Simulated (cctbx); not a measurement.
# Reading a Patterson map

Space group P2_1/c (no. 14), a = 6.4560 Å, b = 6.5290 Å, c = 25.7391 Å, α = 90.00°, β = 104.36°, γ = 90.00°, content La12 Mn4 S28.

The data are simulated with cctbx, not measured: Cu Kα, λ = 1.54184 Å, to d = 0.83 Å, 80 % of the full sphere, strongest reflection 20000 counts, noise from counting, a 1.5 % proportional error and a noise floor of 2 counts (s.d.); no absorption.

Patterson synthesis from sharpened amplitudes, origin scaled to 1000:

```text
Patterson group P 1 2/m 1
      u       v       w   height  length (A)
  0.000   0.000   0.000   1000.0     0.00
  0.000   0.000   0.500    911.1    12.87
  0.500   0.500   0.500    849.5    12.89
  0.500   0.500   0.000    810.1     4.59
  0.180   0.000   0.678    564.0     8.64
  0.321   0.500   0.821    560.3     6.39
  0.178   0.000   0.178    555.7     4.44
  0.320   0.500   0.321    554.9     8.65
  0.358   0.000   0.357    253.6     8.89
  0.145   0.500   0.144    245.8     4.85
  0.357   0.000   0.856    237.4     4.81
  0.145   0.500   0.644    220.1    10.00
  0.412   0.000   0.411    208.5    10.25
  0.414   0.000   0.911    198.7     3.92
```

**Question.** Which atom pairs make the peaks, and where is the heaviest atom?

A peak at u stands for all pairs with xi − xj = u, with weight Σ ZiZj against Σ Z² = 48656 at the origin. Peak heights follow these weights only roughly, since form factors, motion and series ripples differ, all vectors within 0.55 Å of a peak are counted as merged into it though the farther ones add only part of their weight, and F(000) is left out, which lowers the whole map:

| u | v | w | shortest length (Å) | height | 1000 ΣZiZj/ΣZ² | pairs in the cell |
| --- | --- | --- | --- | --- | --- | --- |
| 0.000 | 0.000 | 0.500 | 12.87 | 911 | 1000 | 12 × La–La, 28 × S–S, 4 × Mn–Mn |
| 0.500 | 0.500 | 0.500 | 12.89 | 850 | 949 | 12 × La–La, 28 × S–S |
| 0.500 | 0.500 | 0.000 | 4.59 | 810 | 928 | 12 × La–La, 24 × S–S |
| 0.180 | 0.000 | 0.678 | 8.65 | 564 | 597 | 8 × La–La, 12 × S–S |
| 0.321 | 0.500 | 0.821 | 6.40 | 560 | 602 | 8 × La–La, 8 × S–S, 2 × Mn–Mn |
| 0.178 | 0.000 | 0.178 | 4.44 | 556 | 566 | 8 × La–La, 6 × S–S |
| 0.320 | 0.500 | 0.321 | 8.64 | 555 | 602 | 8 × La–La, 8 × S–S, 2 × Mn–Mn |
| 0.358 | 0.000 | 0.357 | 8.90 | 254 | 267 | 4 × La–La |
| 0.145 | 0.500 | 0.144 | 4.85 | 246 | 267 | 4 × La–La |
| 0.357 | 0.000 | 0.856 | 4.83 | 237 | 267 | 4 × La–La |

The table stops at ten peaks or at a height of 45, below which ripples compete. In the model behind the data La, the heaviest element, has 3 independent sites: (0.9359, 0.7443, 0.6772), (0.5776, 0.7383, 0.3217) and (0.7485, 0.7513, 0.4973), up to an allowed shift of origin; the La–La vectors are differences of these positions and their symmetry mates. The whole model:

| atom | mult. | x | y | z | Ueq (Å²) |
| --- | --- | --- | --- | --- | --- |
| La1 | 4 | 0.9359 | 0.7443 | 0.6772 | 0.0201 |
| La2 | 4 | 0.5776 | 0.7383 | 0.3217 | 0.0138 |
| La3 | 4 | 0.7485 | 0.7513 | 0.4973 | 0.0134 |
| Mn1 | 4 | 0.1541 | 0.7442 | 0.9069 | 0.0207 |
| S1 | 4 | 0.2751 | 0.7259 | 0.9945 | 0.0166 |
| S2 | 4 | 0.4329 | 0.7263 | 0.7089 | 0.0249 |
| S3 | 4 | 0.0302 | 0.7237 | 0.3005 | 0.0213 |
| S4 | 4 | 0.9203 | 0.9985 | 0.9084 | 0.0216 |
| S5 | 4 | 0.4014 | 0.9945 | 0.9033 | 0.0233 |
| S6 | 4 | 0.5969 | 0.0028 | 0.6018 | 0.0211 |
| S7 | 4 | 0.0957 | 0.0179 | 0.5973 | 0.0272 |

The model was made for the exercise: a known structure type with other elements put in, its volume estimated, not relaxed; displacement parameters are assumed.

[Logs are printed without paths, hosts, clocks, repeated set-up lines and the standing remarks that a program may print on its own settings, such as how far it seeks lower states.]
